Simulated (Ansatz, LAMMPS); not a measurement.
# Static equation of state of amorphous poly(vinylidene fluoride) (as short chains C12F10H16), from a frame at 300 K, (114 atoms)

Density of this cell: 1.46 g/cm³. The cell holds 114 atoms: 36 C, 30 F and 48 H. Its edges and angles: a = 11.462 Å, b = 10.305 Å, c = 10.124 Å, α = 86.8°, β = 87.3°, γ = 87.8°. The starting structure: 3 poly(vinylidene fluoride) chains of 5 units with methyl end groups placed at random, at 1.6 g/cm³; overlaps pushed apart, then 20 ps at 800 K with MMFF94 bonds, angles, torsions, charges and radii (Halgren, J. Comput. Chem. 17, 490 (1996)) in harmonic and 12-6 forms. Snapshot after 30 ps at 300 K and fixed volume.

Calculated with Ansatz 0.2.0: Kohn-Sham DFT, PBE+D4, PAW (set soft_2), plane waves; cutoff 420 eV, Γ point, fixed occupations. Cell and atoms were relaxed first, to V0 = 10.456 Å³ an atom at a residual P0 = 0.005 GPa. The cell was then scaled evenly, and the atoms were relaxed at each volume.

| volume (Å³/atom) | pressure (GPa) |
| --- | --- |
| 9.4102 | ? |
| 9.8284 | 0.4424 |
| 10.142 | 0.2389 |
| 10.769 | -0.1336 |
| 11.083 | -0.2295 |

**Question.** Fit the third-order Birch–Murnaghan equation to the rows given and extrapolate to the withheld row.

Worked fit:

Take the Eulerian strain f = ½[(V0/V)^(2/3) − 1] and the normalised pressure F = (P − P0) / [3f(1 + 2f)^(5/2)]. The third-order Birch–Murnaghan equation is then the line F = B0 + (3/2)B0(B′ − 4) f, so u = f and v = F.

```
      u = f  v = F (GPa)
  0.0210565      6.23997
  0.0102567      7.21158
-0.00975660      4.98931
 -0.0190507      4.53056
```

With n = 4: mean u = 6.2648e-4, mean v = 5.74286, Σ(u − ū)² = 0.0010051, Σ(u − ū)(v − v̄) = 0.055979. Slope b = 0.055979 / 0.0010051 = 55.693; intercept a = v̄ − b ū = 5.7080.

So B0 = a = 5.71 GPa and B′ = 4 + 2b/(3a) = 10.5. At the withheld volume f = 0.03638, F = a + b f = 7.734 GPa, and P = P0 + 3f(1 + 2f)^(5/2) F.

Prediction at 9.4102: 1.012 GPa. The run gave 0.9089 GPa, so the fit is high by 0.10 GPa (11 % of the value).

The series isn't one smooth equation of state: even a line fitted to all rows, the withheld one included, misses F by up to 15.5 %. B0 and B′ are then only the numbers of this fit, not moduli of the material. Among the rows given, the largest miss of the fit is at 9.8284, by 0.045 GPa (3.9 % of the range of the table).

Limits: Static cells at zero temperature; the cell shape is held. The program notes that the SCF threshold of these relaxations is loose for the stress. The network of contacts between molecules at the start is that of the classical potential that made the cell, and needn't be the one that DFT or experiment would give. Only the Γ point is sampled, in a cell whose shortest periodic width is 10 Å.

[Logs are printed without paths, hosts, clocks, repeated set-up lines and the standing remarks that a program may print on its own settings, such as how far it seeks lower states.]

[Hosts, paths, dates, database ids (printed as entryN), source tags and the programs' standing remarks are cut or masked in the printed files.]

[The MMFF94 radii named for the starting cell were scaled by 0.96; in molecules described by MMFF94, hydrogen bound to N, O or S took a small fixed 12-6 site in their place.]
